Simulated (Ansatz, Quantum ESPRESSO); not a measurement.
## KSrBr3 (Pm-3m): modes at Γ and the response to a field: relaxing the cell and atoms

Quantum ESPRESSO 7.5; DFT PBE, scalar-relativistic, plane waves, GBRV ultrasoft pseudopotentials.

The structure was built from a prototype and need not be the compound's stable phase.

Symmetry: Pm-3m, No. 221, cubic system. Conventional cell: a = 5.739 Å, b = 5.739 Å, c = 5.739 Å, α = 90.00°, β = 90.00°, γ = 90.00°. K has 12 Br at 4.06 Å nearest. Nearest to Sr lie 6 Br at 2.87 Å. Br has 2 Sr at 2.87 Å and 4 K at 4.06 Å nearest. Farther neighbours and most contacts between anions are not listed.

Relaxation path:

```csv
step,energy less that of the first step (eV),largest force (eV/Å),pressure (GPa),volume (Å³)
1,0.0000,0.0000,2.57,188.97
2,-0.0369,0.0000,2.19,191.46
3,-0.0711,0.0000,1.79,194.22
4,-0.1107,0.0000,1.25,198.41
5,-0.1457,0.0000,0.52,204.80
6,-0.1540,0.0000,0.04,209.63
7,-0.1541,0.0000,0.00,210.10
8,-0.1541,0.0000,0.00,210.12
9,-0.1918,0.0000,0.13,210.12
```

```csv
"conventional cell, symmetrised",before,after,change
a (Å),5.739,5.945,+3.6 %
b (Å),5.739,5.945,+3.6 %
c (Å),5.739,5.945,+3.6 %
volume (Å³/atom),37.79,42.02,+11.2 %
```

Final coordinates:

```xyz
5
Lattice="5.9450 0.0000 0.0000 0.0000 5.9450 0.0000 0.0000 0.0000 5.9450" Properties=species:S:1:pos:R:3 pbc="T T T"
K     0.0000    0.0000    0.0000
Sr    2.9725    2.9725    2.9725
Br    0.0000    2.9725    2.9725
Br    2.9725    0.0000    2.9725
Br    2.9725    2.9725    0.0000
```

The last row of the table of steps is pw.x's closing run on a basis chosen anew for the final cell, so its energy can jump.

Numbers from this step:

- volume per atom: 42.02 Å³
- pressure: 0.126 GPa
- gap on the k-mesh: 3.746 eV

The volume changes by +11.2 % from the cell with which this run began.

**Question.** Which input gives these results?

The system, level and task follow from the heading and the kind of results. Meshes, cutoffs and thresholds can't be read from the results; these are the ones that the run used.

File relax.in:

```
&control
   calculation = 'vc-relax'
   prefix = 'x'
   outdir = './tmp'
   pseudo_dir = './pseudo'
   tprnfor = .true.
   tstress = .true.
   forc_conv_thr = 2.0d-05
   etot_conv_thr = 1.0d-07
   nstep = 40
/
&system
   ibrav = 1
   celldm(1) = 10.84425006
   nat = 5
   ntyp = 3
   ecutwfc = 40.0
   ecutrho = 240.0
   occupations = 'fixed'
   nbnd = 22
/
&electrons
   conv_thr = 1.0d-11
   mixing_beta = 0.7
   electron_maxstep = 100
/
&ions
/
&cell
   press_conv_thr = 0.1
/
ATOMIC_SPECIES
 K      39.0983  K.upf
 Sr     87.6200  Sr.upf
 Br     79.9040  Br.upf
ATOMIC_POSITIONS crystal
 K      0.000000000   0.000000000   0.000000000
 Sr     0.500000000   0.500000000   0.500000000
 Br     0.000000000   0.500000000   0.500000000
 Br     0.500000000   0.000000000   0.500000000
 Br     0.500000000   0.500000000   0.000000000
K_POINTS automatic
 4 4 4 0 0 0
```

The run is started by

```console
$ OMP_NUM_THREADS=1 mpirun -n 4 pw.x -nk 4 -in relax.in > relax.out
```

[Host names and launcher messages were left out of these logs when they were recorded.]

[Logs are printed without paths, hosts, clocks, repeated set-up lines and the standing remarks that a program may print on its own settings, such as how far it seeks lower states.]

[Hosts, paths, dates, database ids (printed as entryN), source tags and the programs' standing remarks are cut or masked in the printed files.]
